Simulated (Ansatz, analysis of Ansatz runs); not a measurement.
# A hop of O in Na2WO4 (Fd-3m), charge −2, part 3 of 4

Aim: the barrier of one jump in Na2WO4 (Fd-3m) at charge −2: O_i hop between interstitial places. The model is a cell of 56 host atoms with 1 O put in; O is the atom that moves.

Ansatz 0.2.0; plane-wave PAW DFT, PBEsol; nudged elastic band between two relaxed defect structures at fixed charge in a uniform background.

So far: The starting structure; Relaxation of the start point, charge −2; Relaxation of the end point, charge −2.

### 4. Nudged elastic band, charge −2

5 movable images are laid between the ends on a pair-potential path, which keeps atoms from colliding in the first guess. Each image feels the true force across the path and a spring force along it. The highest image is set to climb to the top of the path.

This step: plane-wave PAW DFT, PBEsol; nudged elastic band between two relaxed defect structures at fixed charge in a uniform background.

Input file qm2.neb/input.yaml:

```yaml
crystal:
  lattice:
    - [9.1091061, 0.0, 0.0]
    - [0.0, 9.1091061, 0.0]
    - [0.0, 0.0, 9.1091061]
  atoms:
    - { symbol: Na, position: [0.13426035, 0.37886123, 0.37610958] }
    - { symbol: Na, position: [0.12867884, 0.87580937, 0.87085009] }
    - { symbol: Na, position: [0.62309128, 0.37885898, 0.86433241] }
    - { symbol: Na, position: [0.63105221, 0.89747027, 0.36809841] }
    - { symbol: Na, position: [0.37548108, 0.13249415, 0.37786983] }
    - { symbol: Na, position: [0.37565762, 0.61817285, 0.87274949] }
    - { symbol: Na, position: [0.8684357, 0.12775984, 0.88581714] }
    - { symbol: Na, position: [0.85485003, 0.6098069, 0.37792439] }
    - { symbol: Na, position: [0.38681826, 0.36972285, 0.12925747] }
    - { symbol: Na, position: [0.39264268, 0.84068342, 0.60739086] }
    - { symbol: Na, position: [0.87111136, 0.3696677, 0.61369304] }
    - { symbol: Na, position: [0.87296269, 0.8769947, 0.1270927] }
    - { symbol: Na, position: [0.11442375, 0.12772419, 0.13093392] }
    - { symbol: Na, position: [0.12713607, 0.61817548, 0.62366696] }
    - { symbol: Na, position: [0.62206995, 0.13242602, 0.62359222] }
    - { symbol: Na, position: [0.62222416, 0.60987715, 0.14251343] }
    - { symbol: W, position: [0.24757651, 0.24694699, 0.75203249] }
    - { symbol: W, position: [0.24663901, 0.75282885, 0.24631514] }
    - { symbol: W, position: [0.74454185, 0.26433199, 0.25478807] }
    - { symbol: W, position: [0.7533063, 0.75287688, 0.75305904] }
    - { symbol: W, position: [0.0025388, -0.00353527, 0.50096497] }
    - { symbol: W, position: [0.00120604, 0.49957171, -0.00150655] }
    - { symbol: W, position: [0.49873972, -0.0034262, -0.00313223] }
    - { symbol: W, position: [0.50843585, 0.49739033, 0.49106454] }
    - { symbol: O, position: [0.36015851, 0.13240717, 0.63952388] }
    - { symbol: O, position: [0.36274346, 0.63870497, 0.13575281] }
    - { symbol: O, position: [0.85649578, 0.13608621, 0.14389139] }
    - { symbol: O, position: [0.86416443, 0.63887127, 0.63714346] }
    - { symbol: O, position: [0.13083497, 0.35790148, 0.64054696] }
    - { symbol: O, position: [0.13155055, 0.86084377, 0.12950937] }
    - { symbol: O, position: [0.64287674, 0.33805949, 0.09845166] }
    - { symbol: O, position: [0.6454301, 0.87721268, 0.64827918] }
    - { symbol: O, position: [0.13413987, 0.13328051, 0.86530492] }
    - { symbol: O, position: [0.13310161, 0.64204093, 0.36141532] }
    - { symbol: O, position: [0.63392086, 0.14202688, 0.36512317] }
    - { symbol: O, position: [0.63802333, 0.64190726, 0.86635843] }
    - { symbol: O, position: [0.35900158, 0.35788234, 0.86885491] }
    - { symbol: O, position: [0.35148124, 0.87683778, 0.35456084] }
    - { symbol: O, position: [0.89967382, 0.33931575, 0.35742497] }
    - { symbol: O, position: [0.87005191, 0.86075919, 0.86829764] }
    - { symbol: O, position: [0.38220813, 0.1078589, 0.10904778] }
    - { symbol: O, position: [0.3778275, 0.58410263, 0.6222752] }
    - { symbol: O, position: [0.89040675, 0.10781253, 0.61745271] }
    - { symbol: O, position: [0.88600567, 0.6095928, 0.11365311] }
    - { symbol: O, position: [0.11892302, 0.3875746, 0.10773783] }
    - { symbol: O, position: [0.1154991, 0.88133309, 0.6128323] }
    - { symbol: O, position: [0.61336009, 0.38820418, 0.62273007] }
    - { symbol: O, position: [0.61263872, 0.88354053, 0.11015408] }
    - { symbol: O, position: [0.11921429, 0.10727233, 0.38987611] }
    - { symbol: O, position: [0.11289381, 0.61593088, 0.88684923] }
    - { symbol: O, position: [0.60965686, 0.10713095, 0.87983632] }
    - { symbol: O, position: [0.56857522, 0.67897569, 0.43228435] }
    - { symbol: O, position: [0.37577374, 0.38836516, 0.38707914] }
    - { symbol: O, position: [0.38678821, 0.88132108, 0.88413005] }
    - { symbol: O, position: [0.89203578, 0.3875791, 0.88073093] }
    - { symbol: O, position: [0.88913212, 0.88340644, 0.38725307] }
    - { symbol: O, position: [0.6556729, 0.44754326, 0.3415612] }
total_charge: -2
basis:
  ecutwfc: 420
  xc_grid: 2
hamiltonian:
  xc: pbesol
kpoints:
  mp_grid: { grid: [1, 1, 1], shift: [0.25, 0.25, 0.25] }
scf:
  occupations: { method: fixed }
  max_iter: 120
output:
  forces: true
neb:
  images: 5
  f_tol: 0.04
  climbing: true
  initial_path: idpp
  max_iterations: 45
  order_check: false
  final_atoms:
    - { symbol: Na, position: [0.1338335, 0.37490494, 0.37818744] }
    - { symbol: Na, position: [0.12906977, 0.86787378, 0.88597093] }
[... 5 atom lines left out ...]
    - { symbol: Na, position: [0.89899144, 0.63075845, 0.36866011] }
    - { symbol: Na, position: [0.37107177, 0.38555667, 0.12935586] }
[... 6 atom lines left out ...]
    - { symbol: Na, position: [0.61131068, 0.62109418, 0.14401111] }
[... 2 atom lines left out ...]
    - { symbol: W, position: [0.75420984, 0.24573339, 0.24663498] }
[... 4 atom lines left out ...]
    - { symbol: W, position: [0.49880998, 0.50780526, 0.49151391] }
[... 1 atom line left out ...]
    - { symbol: O, position: [0.34002479, 0.64163249, 0.09961923] }
[... 4 atom lines left out ...]
    - { symbol: O, position: [0.64013167, 0.36181203, 0.13601923] }
[... 10 atom lines left out ...]
    - { symbol: O, position: [0.38972731, 0.61232165, 0.62367822] }
[... 4 atom lines left out ...]
    - { symbol: O, position: [0.58556754, 0.37707697, 0.62254457] }
[... 4 atom lines left out ...]
    - { symbol: O, position: [0.68038948, 0.56728114, 0.43198616] }
    - { symbol: O, position: [0.38976733, 0.37550191, 0.38717901] }
[... 3 atom lines left out ...]
    - { symbol: O, position: [0.44889735, 0.65601801, 0.34300422] }
```

Command:

```bash
$ ansatz run input.yaml --threads 4 --pin off --max-ram 14131MiB --backend cpu --events-out ev --progress --plain --runs-dir out
```

Numbers of over 12 decimals in the logs are rounded to 6 here.

Log:

```text
[...]
Warning: neb: disabling space-group detection — the band's intermediate images generally break the endpoint symmetry, so the full k-mesh is solved, and no spatial operation symmetrises the density, except that a semilocal band can use its path's symmetry [...]
[...]
parallel-image band execution: 4 concurrent image workers
NEB image 0
Crystal: 57 atoms, lattice volume = 755.835 Å³
Basis set: ecut = 420 eV, 14771 PW (Γ), exchange–correlation on 128×128×128 points (8 copies of the dense FFT grid, shifted against one another)
Bands: 285, of which v1, the nominal top of the filled ones, is band 228 counted from 1 (227 counted from 0)
Symmetry: 1 space group operations
k-points: 1
[...]
SCF iter   1: F=—  HF=-124197.518012 eV  |F-HF|=—  |Δ(HF+E_count)|=         —  Δρ=2.09e-2  dr2=2.77e0  ethr=1.77e-3  ⟨swp⟩=5.0  Hψ=953  notcnv=0  defer=51
[...]
SCF iter  12: F=-124196.668177 eV  HF=-124196.668177 eV  |F-HF|=3.43e-9  |Δ(HF+E_count)|=   5.08e-9  Δρ=1.57e-6  dr2=1.56e-8  ethr=2.19e-11  ⟨swp⟩=4.0  Hψ=829  notcnv=0
SCF 1 converged in 12 iterations: F = -124196.668177 eV  dr2 = 1.56e-8
[...]
NSCF: frozen V_eff on 1 k-points
NEB image 6
SCF iter   1: F=—  HF=-124197.518285 eV  |F-HF|=—  |Δ(HF+E_count)|=         —  Δρ=2.09e-2  dr2=2.77e0  ethr=1.77e-3  ⟨swp⟩=5.0  Hψ=953  notcnv=0  defer=52
[...]
SCF iter  12: F=-124196.668281 eV  HF=-124196.668281 eV  |F-HF|=4.12e-9  |Δ(HF+E_count)|=   6.39e-9  Δρ=1.51e-6  dr2=1.43e-8  ethr=2.19e-11  ⟨swp⟩=4.0  Hψ=829  notcnv=0
SCF 2 converged in 12 iterations: F = -124196.668281 eV  dr2 = 1.43e-8
[...]
NEB end point (image 0): max|allowed force component| = 1.214e-2 eV/Å (the criterion of neb.relax_end_points is 1.000e-2)
NEB end point (image 6): max|allowed force component| = 7.675e-3 eV/Å (the criterion of neb.relax_end_points is 1.000e-2)
NEB image 1
SCF iter   1: F=—  HF=-124196.575224 eV  |F-HF|=—  |Δ(HF+E_count)|=         —  Δρ=2.42e-2  dr2=4.46e0  ethr=1.77e-3  ⟨swp⟩=5.0  Hψ=970  notcnv=0  defer=54
[...]
SCF iter  12: F=-124195.282595 eV  HF=-124195.282595 eV  |F-HF|=1.22e-9  |Δ(HF+E_count)|=   7.99e-8  Δρ=1.68e-6  dr2=2.19e-8  ethr=2.19e-11  ⟨swp⟩=3.0  Hψ=849  notcnv=0
SCF 3 converged in 12 iterations: F = -124195.282595 eV  dr2 = 2.19e-8
NEB image 2
SCF iter   1: F=—  HF=-124195.398437 eV  |F-HF|=—  |Δ(HF+E_count)|=         —  Δρ=3.13e-2  dr2=8.51e0  ethr=1.77e-3  ⟨swp⟩=5.0  Hψ=817  notcnv=0  defer=55
[...]
SCF iter  13: F=-124193.147521 eV  HF=-124193.147521 eV  |F-HF|=5.44e-8  |Δ(HF+E_count)|=   9.46e-8  Δρ=3.26e-6  dr2=8.61e-8  ethr=2.19e-11  ⟨swp⟩=4.0  Hψ=841  notcnv=0
SCF 4 converged in 13 iterations: F = -124193.147521 eV  dr2 = 8.61e-8
NEB image 3
SCF iter   1: F=—  HF=-124194.893105 eV  |F-HF|=—  |Δ(HF+E_count)|=         —  Δρ=3.39e-2  dr2=1.03e1  ethr=1.77e-3  ⟨swp⟩=5.0  Hψ=819  notcnv=0  defer=53
[...]
SCF iter  15: F=-124192.338145 eV  HF=-124192.338145 eV  |F-HF|=4.28e-8  |Δ(HF+E_count)|=   3.71e-8  Δρ=2.59e-6  dr2=6.02e-8  ethr=2.19e-11  ⟨swp⟩=4.0  Hψ=761  notcnv=0
SCF 5 converged in 15 iterations: F = -124192.338145 eV  dr2 = 6.02e-8
NEB image 4
SCF iter   1: F=—  HF=-124195.399651 eV  |F-HF|=—  |Δ(HF+E_count)|=         —  Δρ=3.13e-2  dr2=8.51e0  ethr=1.77e-3  ⟨swp⟩=5.0  Hψ=817  notcnv=0  defer=55
[...]
SCF iter  13: F=-124193.149381 eV  HF=-124193.149381 eV  |F-HF|=4.68e-8  |Δ(HF+E_count)|=   8.61e-8  Δρ=3.10e-6  dr2=7.80e-8  ethr=2.19e-11  ⟨swp⟩=4.0  Hψ=841  notcnv=0
SCF 6 converged in 13 iterations: F = -124193.149381 eV  dr2 = 7.80e-8
NEB image 5
SCF iter   1: F=—  HF=-124196.578073 eV  |F-HF|=—  |Δ(HF+E_count)|=         —  Δρ=2.42e-2  dr2=4.44e0  ethr=1.77e-3  ⟨swp⟩=5.0  Hψ=947  notcnv=0  defer=54
[...]
SCF iter  12: F=-124195.289359 eV  HF=-124195.289359 eV  |F-HF|=1.89e-10  |Δ(HF+E_count)|=   8.58e-8  Δρ=1.72e-6  dr2=2.36e-8  ethr=2.19e-11  ⟨swp⟩=3.0  Hψ=851  notcnv=0
SCF 7 converged in 12 iterations: F = -124195.289359 eV  dr2 = 2.36e-8
NEB iter   1: max|band force component| = 6.328e0 eV/Å  barrier→ = 4.3300 eV  barrier← = 4.3301 eV  Δτ_max = 0.1998 Å  (89 SCF iters)
NEB image 1
[...]
iter 1 solved again at ethr=1.18e-4 eV; its pass at ethr=3.10e-3 eV (dr2=5.40e-1 eV) is discarded
[...]
SCF iter  10: F=-124196.328217 eV  HF=-124196.328217 eV  |F-HF|=2.78e-9  |Δ(HF+E_count)|=   1.60e-7  Δρ=2.64e-6  dr2=5.52e-8  ethr=2.19e-11  ⟨swp⟩=4.0  Hψ=829  notcnv=0
SCF 8 converged in 10 iterations: F = -124196.328217 eV  dr2 = 5.52e-8
NEB image 2
[...]
SCF iter  11: F=-124195.628055 eV  HF=-124195.628055 eV  |F-HF|=6.84e-8  |Δ(HF+E_count)|=   6.72e-9  Δρ=3.53e-6  dr2=8.69e-8  ethr=2.19e-11  ⟨swp⟩=4.0  Hψ=842  notcnv=0
SCF 9 converged in 11 iterations: F = -124195.628055 eV  dr2 = 8.69e-8
NEB image 3
[...]
SCF iter  11: F=-124195.347445 eV  HF=-124195.347445 eV  |F-HF|=5.10e-8  |Δ(HF+E_count)|=   2.02e-8  Δρ=3.13e-6  dr2=7.08e-8  ethr=2.19e-11  ⟨swp⟩=3.0  Hψ=883  notcnv=0
SCF 10 converged in 11 iterations: F = -124195.347445 eV  dr2 = 7.08e-8
NEB image 4
[...]
SCF iter  11: F=-124195.632864 eV  HF=-124195.632864 eV  |F-HF|=7.04e-8  |Δ(HF+E_count)|=   6.61e-9  Δρ=3.57e-6  dr2=8.92e-8  ethr=2.19e-11  ⟨swp⟩=4.0  Hψ=839  notcnv=0
SCF 11 converged in 11 iterations: F = -124195.632864 eV  dr2 = 8.92e-8
NEB image 5
[...]
SCF iter  10: F=-124196.333965 eV  HF=-124196.333965 eV  |F-HF|=3.33e-9  |Δ(HF+E_count)|=   1.56e-7  Δρ=2.60e-6  dr2=5.44e-8  ethr=2.19e-11  ⟨swp⟩=4.0  Hψ=829  notcnv=0
SCF 12 converged in 10 iterations: F = -124196.333965 eV  dr2 = 5.44e-8
NEB iter   2: max|band force component| = 2.471e0 eV/Å  barrier→ = 1.3207 eV  barrier← = 1.3208 eV  Δτ_max = 0.1976 Å  (53 SCF iters)
NEB image 1
[...]
SCF iter  10: F=-124196.467672 eV  HF=-124196.467672 eV  |F-HF|=6.21e-9  |Δ(HF+E_count)|=   8.44e-9  Δρ=1.45e-6  dr2=1.70e-8  ethr=2.19e-11  ⟨swp⟩=4.0  Hψ=820  notcnv=0
SCF 13 converged in 10 iterations: F = -124196.467672 eV  dr2 = 1.70e-8
NEB image 2
[...]
SCF iter  10: F=-124196.200571 eV  HF=-124196.200571 eV  |F-HF|=2.06e-8  |Δ(HF+E_count)|=   8.38e-7  Δρ=3.60e-6  dr2=8.65e-8  ethr=2.19e-11  ⟨swp⟩=4.0  Hψ=834  notcnv=0
SCF 14 converged in 10 iterations: F = -124196.200571 eV  dr2 = 8.65e-8
NEB image 3
[...]
NEB iter  15: max|band force component| = 7.954e-2 eV/Å  barrier→ = 0.1131 eV  barrier← = 0.1132 eV  CI = image 4  Δτ_max = 0.0063 Å  (36 SCF iters)
NEB image 1
[...]
SCF iter   7: F=-124196.557671 eV  HF=-124196.557671 eV  |F-HF|=1.13e-8  |Δ(HF+E_count)|=   2.33e-8  Δρ=2.33e-6  dr2=4.16e-8  ethr=2.19e-11  ⟨swp⟩=2.0  Hψ=849  notcnv=0
SCF 78 converged in 7 iterations: F = -124196.557671 eV  dr2 = 4.16e-8
NEB image 2
[...]
SCF iter   6: F=-124196.563758 eV  HF=-124196.563758 eV  |F-HF|=2.31e-8  |Δ(HF+E_count)|=   8.40e-8  Δρ=2.68e-6  dr2=5.58e-8  ethr=2.19e-11  ⟨swp⟩=3.0  Hψ=990  notcnv=0
SCF 79 converged in 6 iterations: F = -124196.563758 eV  dr2 = 5.58e-8
NEB image 3
[...]
SCF iter   8: F=-124196.660133 eV  HF=-124196.660133 eV  |F-HF|=1.81e-8  |Δ(HF+E_count)|=   1.31e-8  Δρ=1.84e-6  dr2=2.31e-8  ethr=2.19e-11  ⟨swp⟩=4.0  Hψ=830  notcnv=0
SCF 80 converged in 8 iterations: F = -124196.660133 eV  dr2 = 2.31e-8
NEB image 4
[...]
SCF iter   8: F=-124196.555370 eV  HF=-124196.555370 eV  |F-HF|=8.77e-9  |Δ(HF+E_count)|=   1.52e-8  Δρ=1.36e-6  dr2=1.35e-8  ethr=2.19e-11  ⟨swp⟩=2.0  Hψ=881  notcnv=0
SCF 81 converged in 8 iterations: F = -124196.555370 eV  dr2 = 1.35e-8
NEB image 5
[...]
SCF iter   6: F=-124196.563117 eV  HF=-124196.563117 eV  |F-HF|=2.05e-8  |Δ(HF+E_count)|=   2.00e-8  Δρ=2.69e-6  dr2=5.51e-8  ethr=2.19e-11  ⟨swp⟩=2.0  Hψ=881  notcnv=0
SCF 82 converged in 6 iterations: F = -124196.563117 eV  dr2 = 5.51e-8
NEB image 1
[...]
NEB image 2
[...]
NEB image 3
[...]
NEB image 5
[...]
NEB image 4
[...]
the band table was solved once a step of the walk had ended and its energy, with any forces and stress, was formed, with the checks that follow a solve (1111 applications of the Hamiltonian). They found nothing against the state; [...]
NEB iter  16: max|band force component| = 2.915e-2 eV/Å  barrier→ = 0.1128 eV  barrier← = 0.1129 eV  CI = image 4  Δτ_max = 0.0000 Å  (35 SCF iters)
SCF converged after 8 iterations
Free energy (F): -124196.555370 eV
[...]
Internal energy: -124196.555370 eV  (E = F + TS)
E sigma→0 (E₀):  -124196.555370 eV
Fermi energy:    6.413868 eV
[...]
--- Forces (eV/Å), atoms counted from 1 ---
  atom   1  Na    -0.00098594    -0.00015508    -0.00077742
  atom   2  Na    -0.00099942    -0.00074007    -0.00067853
  [... 6 atoms left out ...]
  atom   9  Na    -0.00192487    -0.00187337    -0.00303683
  [... 6 atoms left out ...]
  atom  16  Na    -0.00239620     0.00102279    -0.00086420
  [... 7 atoms left out ...]
  atom  24  W      0.00036569    -0.00643041     0.00283471
  [... 1 atom left out ...]
  atom  26  O      0.00285120    -0.01023237    -0.00716434
  [... 4 atoms left out ...]
  atom  31  O     -0.00068045     0.00007724    -0.00108374
  [... 10 atoms left out ...]
  atom  42  O     -0.00475091     0.00146338     0.00633822
  [... 4 atoms left out ...]
  atom  47  O      0.00072722    -0.00193306    -0.00010543
  [... 4 atoms left out ...]
  atom  52  O      0.00474950     0.00682269     0.00690402
  atom  53  O     -0.00104608     0.00095487    -0.00431366
  [... 3 atoms left out ...]
  atom  57  O     -0.00479169     0.00687014    -0.00573954
  max |Σ_I F_I| component: 1.22e-4 eV/Å
--- Band table (eV) ---
[...]
this run last wrote the band of iteration 16 to <dir>
--- NEB band (7 images, 16 band iterations, 752 SCF iterations) ---
  forward barrier  = 0.112807 eV
  backward barrier = 0.112911 eV
  climbing image's point = of an order that was not read
  energies are F+E_penalty+E_count in eV, relative to image 0
  image     s (Å)  Δ vs image 0  max|band force component| (eV/Å)
      0    0.0000      0.000000                                 —
      1    0.9412      0.110506                          1.119e-2
      2    1.8824      0.104419                          6.199e-3
      3    2.8236      0.008043                          8.529e-3
  *   4    3.7647      0.112807                          2.915e-2
      5    4.6393      0.105060                          9.242e-3
      6    5.5139     -0.000105                                 —
  climbing-image geometry (image 4):
  cell:  # Å, volume = 755.8355 Å³
    - [9.1091061, 0.0, 0.0]
    - [0.0, 9.1091061, 0.0]
    - [0.0, 0.0, 9.1091061]
  atoms:
    - { symbol: Na, position: [0.128888, 0.370616, 0.380793] }
    - { symbol: Na, position: [0.117479, 0.863844, 0.873222] }
    - { symbol: Na, position: [0.617977, 0.373010, 0.864718] }
    - { symbol: Na, position: [0.619039, 0.850500, 0.382648] }
    - { symbol: Na, position: [0.377975, 0.125635, 0.376587] }
    - { symbol: Na, position: [0.375195, 0.618955, 0.862082] }
    - { symbol: Na, position: [0.869505, 0.113257, 0.867115] }
    - { symbol: Na, position: [0.881099, 0.625786, 0.386314] }
    - { symbol: Na, position: [0.380243, 0.392907, 0.150144] }
    - { symbol: Na, position: [0.381134, 0.872306, 0.621739] }
    - { symbol: Na, position: [0.861631, 0.385671, 0.624485] }
    - { symbol: Na, position: [0.874787, 0.869696, 0.119289] }
    - { symbol: Na, position: [0.129432, 0.120349, 0.124108] }
    - { symbol: Na, position: [0.133909, 0.619212, 0.621153] }
    - { symbol: Na, position: [0.620919, 0.131263, 0.617534] }
    - { symbol: Na, position: [0.620008, 0.627971, 0.105481] }
    - { symbol: W, position: [0.244236, 0.243730, 0.752479] }
    - { symbol: W, position: [0.267116, 0.742794, 0.246611] }
    - { symbol: W, position: [0.751949, 0.246900, 0.245490] }
    - { symbol: W, position: [0.745444, 0.739230, 0.725013] }
    - { symbol: W, position: [0.001517, -0.001053, 0.496222] }
    - { symbol: W, position: [-0.002643, 0.496797, 0.002255] }
    - { symbol: W, position: [0.499992, 0.001409, -0.003695] }
    - { symbol: W, position: [0.496150, 0.512905, 0.501377] }
    - { symbol: O, position: [0.356004, 0.128823, 0.640560] }
    - { symbol: O, position: [0.349584, 0.646001, 0.096458] }
    - { symbol: O, position: [0.866384, 0.133690, 0.132659] }
    - { symbol: O, position: [0.901676, 0.639360, 0.651066] }
    - { symbol: O, position: [0.128146, 0.355571, 0.640995] }
    - { symbol: O, position: [0.139349, 0.856838, 0.147833] }
    - { symbol: O, position: [0.638440, 0.359689, 0.132156] }
    - { symbol: O, position: [0.639236, 0.888744, 0.645443] }
    - { symbol: O, position: [0.131120, 0.129205, 0.865868] }
    - { symbol: O, position: [0.151592, 0.627834, 0.357293] }
    - { symbol: O, position: [0.640514, 0.130563, 0.355799] }
    - { symbol: O, position: [0.635984, 0.629142, 0.847660] }
    - { symbol: O, position: [0.356668, 0.356188, 0.867002] }
    - { symbol: O, position: [0.364855, 0.875101, 0.357052] }
    - { symbol: O, position: [0.862875, 0.362088, 0.359782] }
    - { symbol: O, position: [0.852722, 0.851488, 0.853504] }
    - { symbol: O, position: [0.388632, 0.114902, 0.111119] }
    - { symbol: O, position: [0.372913, 0.610145, 0.620701] }
    - { symbol: O, position: [0.889995, 0.114815, 0.608025] }
    - { symbol: O, position: [0.883687, 0.610173, 0.116644] }
    - { symbol: O, position: [0.110861, 0.383301, 0.115351] }
    - { symbol: O, position: [0.117710, 0.889107, 0.609438] }
    - { symbol: O, position: [0.603711, 0.376459, 0.607059] }
    - { symbol: O, position: [0.613568, 0.887033, 0.108438] }
    - { symbol: O, position: [0.111939, 0.113234, 0.381458] }
    - { symbol: O, position: [0.111893, 0.606654, 0.888732] }
    - { symbol: O, position: [0.612634, 0.117986, 0.886192] }
    - { symbol: O, position: [0.663522, 0.641651, 0.529995] }
    - { symbol: O, position: [0.381050, 0.371497, 0.410023] }
    - { symbol: O, position: [0.383733, 0.891594, 0.882981] }
    - { symbol: O, position: [0.884735, 0.381229, 0.890598] }
    - { symbol: O, position: [0.887535, 0.884470, 0.384395] }
    - { symbol: O, position: [0.496231, 0.613052, 0.322487] }
```

Elapsed: 17 min, on 4 threads of Arm Neoverse V2, shared host; peak memory 4.5 GiB.

The path, image by image:

```csv
image,path (Å),energy (eV),"O57: x, y, z (Å)"
0,0.000,0.0000,"5.973, 4.077, 3.111"
1,0.941,0.1105,"5.838, 4.219, 3.028"
2,1.882,0.1044,"5.520, 4.661, 2.929"
3,2.824,0.0080,"5.100, 5.197, 2.885"
4,3.765,0.1128,"4.520, 5.584, 2.938"
5,4.639,0.1051,"4.197, 5.810, 3.010"
6,5.514,-0.0001,"4.089, 5.976, 3.124"
```

Numbers from this step:

* free energy: -124196.5554 eV
* barrier forward: 0.1128 eV
* barrier backward: 0.1129 eV
* end less start: -1.05e-4 eV
* hop length: 2.675 Å

Track of the atom that was set to move:

```csv
image,x (Å),y (Å),z (Å),nearest neighbour,distance (Å)
0,5.973,4.077,3.111,W,1.965
1,5.838,4.219,3.028,W,1.946
2,5.52,4.661,2.929,W,1.845
3,5.1,5.197,2.885,W,1.822
4,4.52,5.584,2.938,W,1.868
5,4.197,5.81,3.01,W,1.954
6,4.089,5.976,3.124,W,1.965
```

The band met its tolerance of 0.04 eV/Å after 16 iterations, with image 4 on top (the start counts as 0). O57, which moves farthest between the ends, has 2 W at 1.96 to 2.02 Å nearest at the start and 1 W at 1.87 Å at the top. The path has 2 maxima, and only the highest was climbed; it lies 0.10 eV above the dip at image 3.

[end of part 3 of 4]

[Logs are printed without paths, hosts, clocks, repeated set-up lines and the standing remarks that a program may print on its own settings, such as how far it seeks lower states.]

[Hosts, paths, dates, database ids (printed as entryN), source tags and the programs' standing remarks are cut or masked in the printed files.]
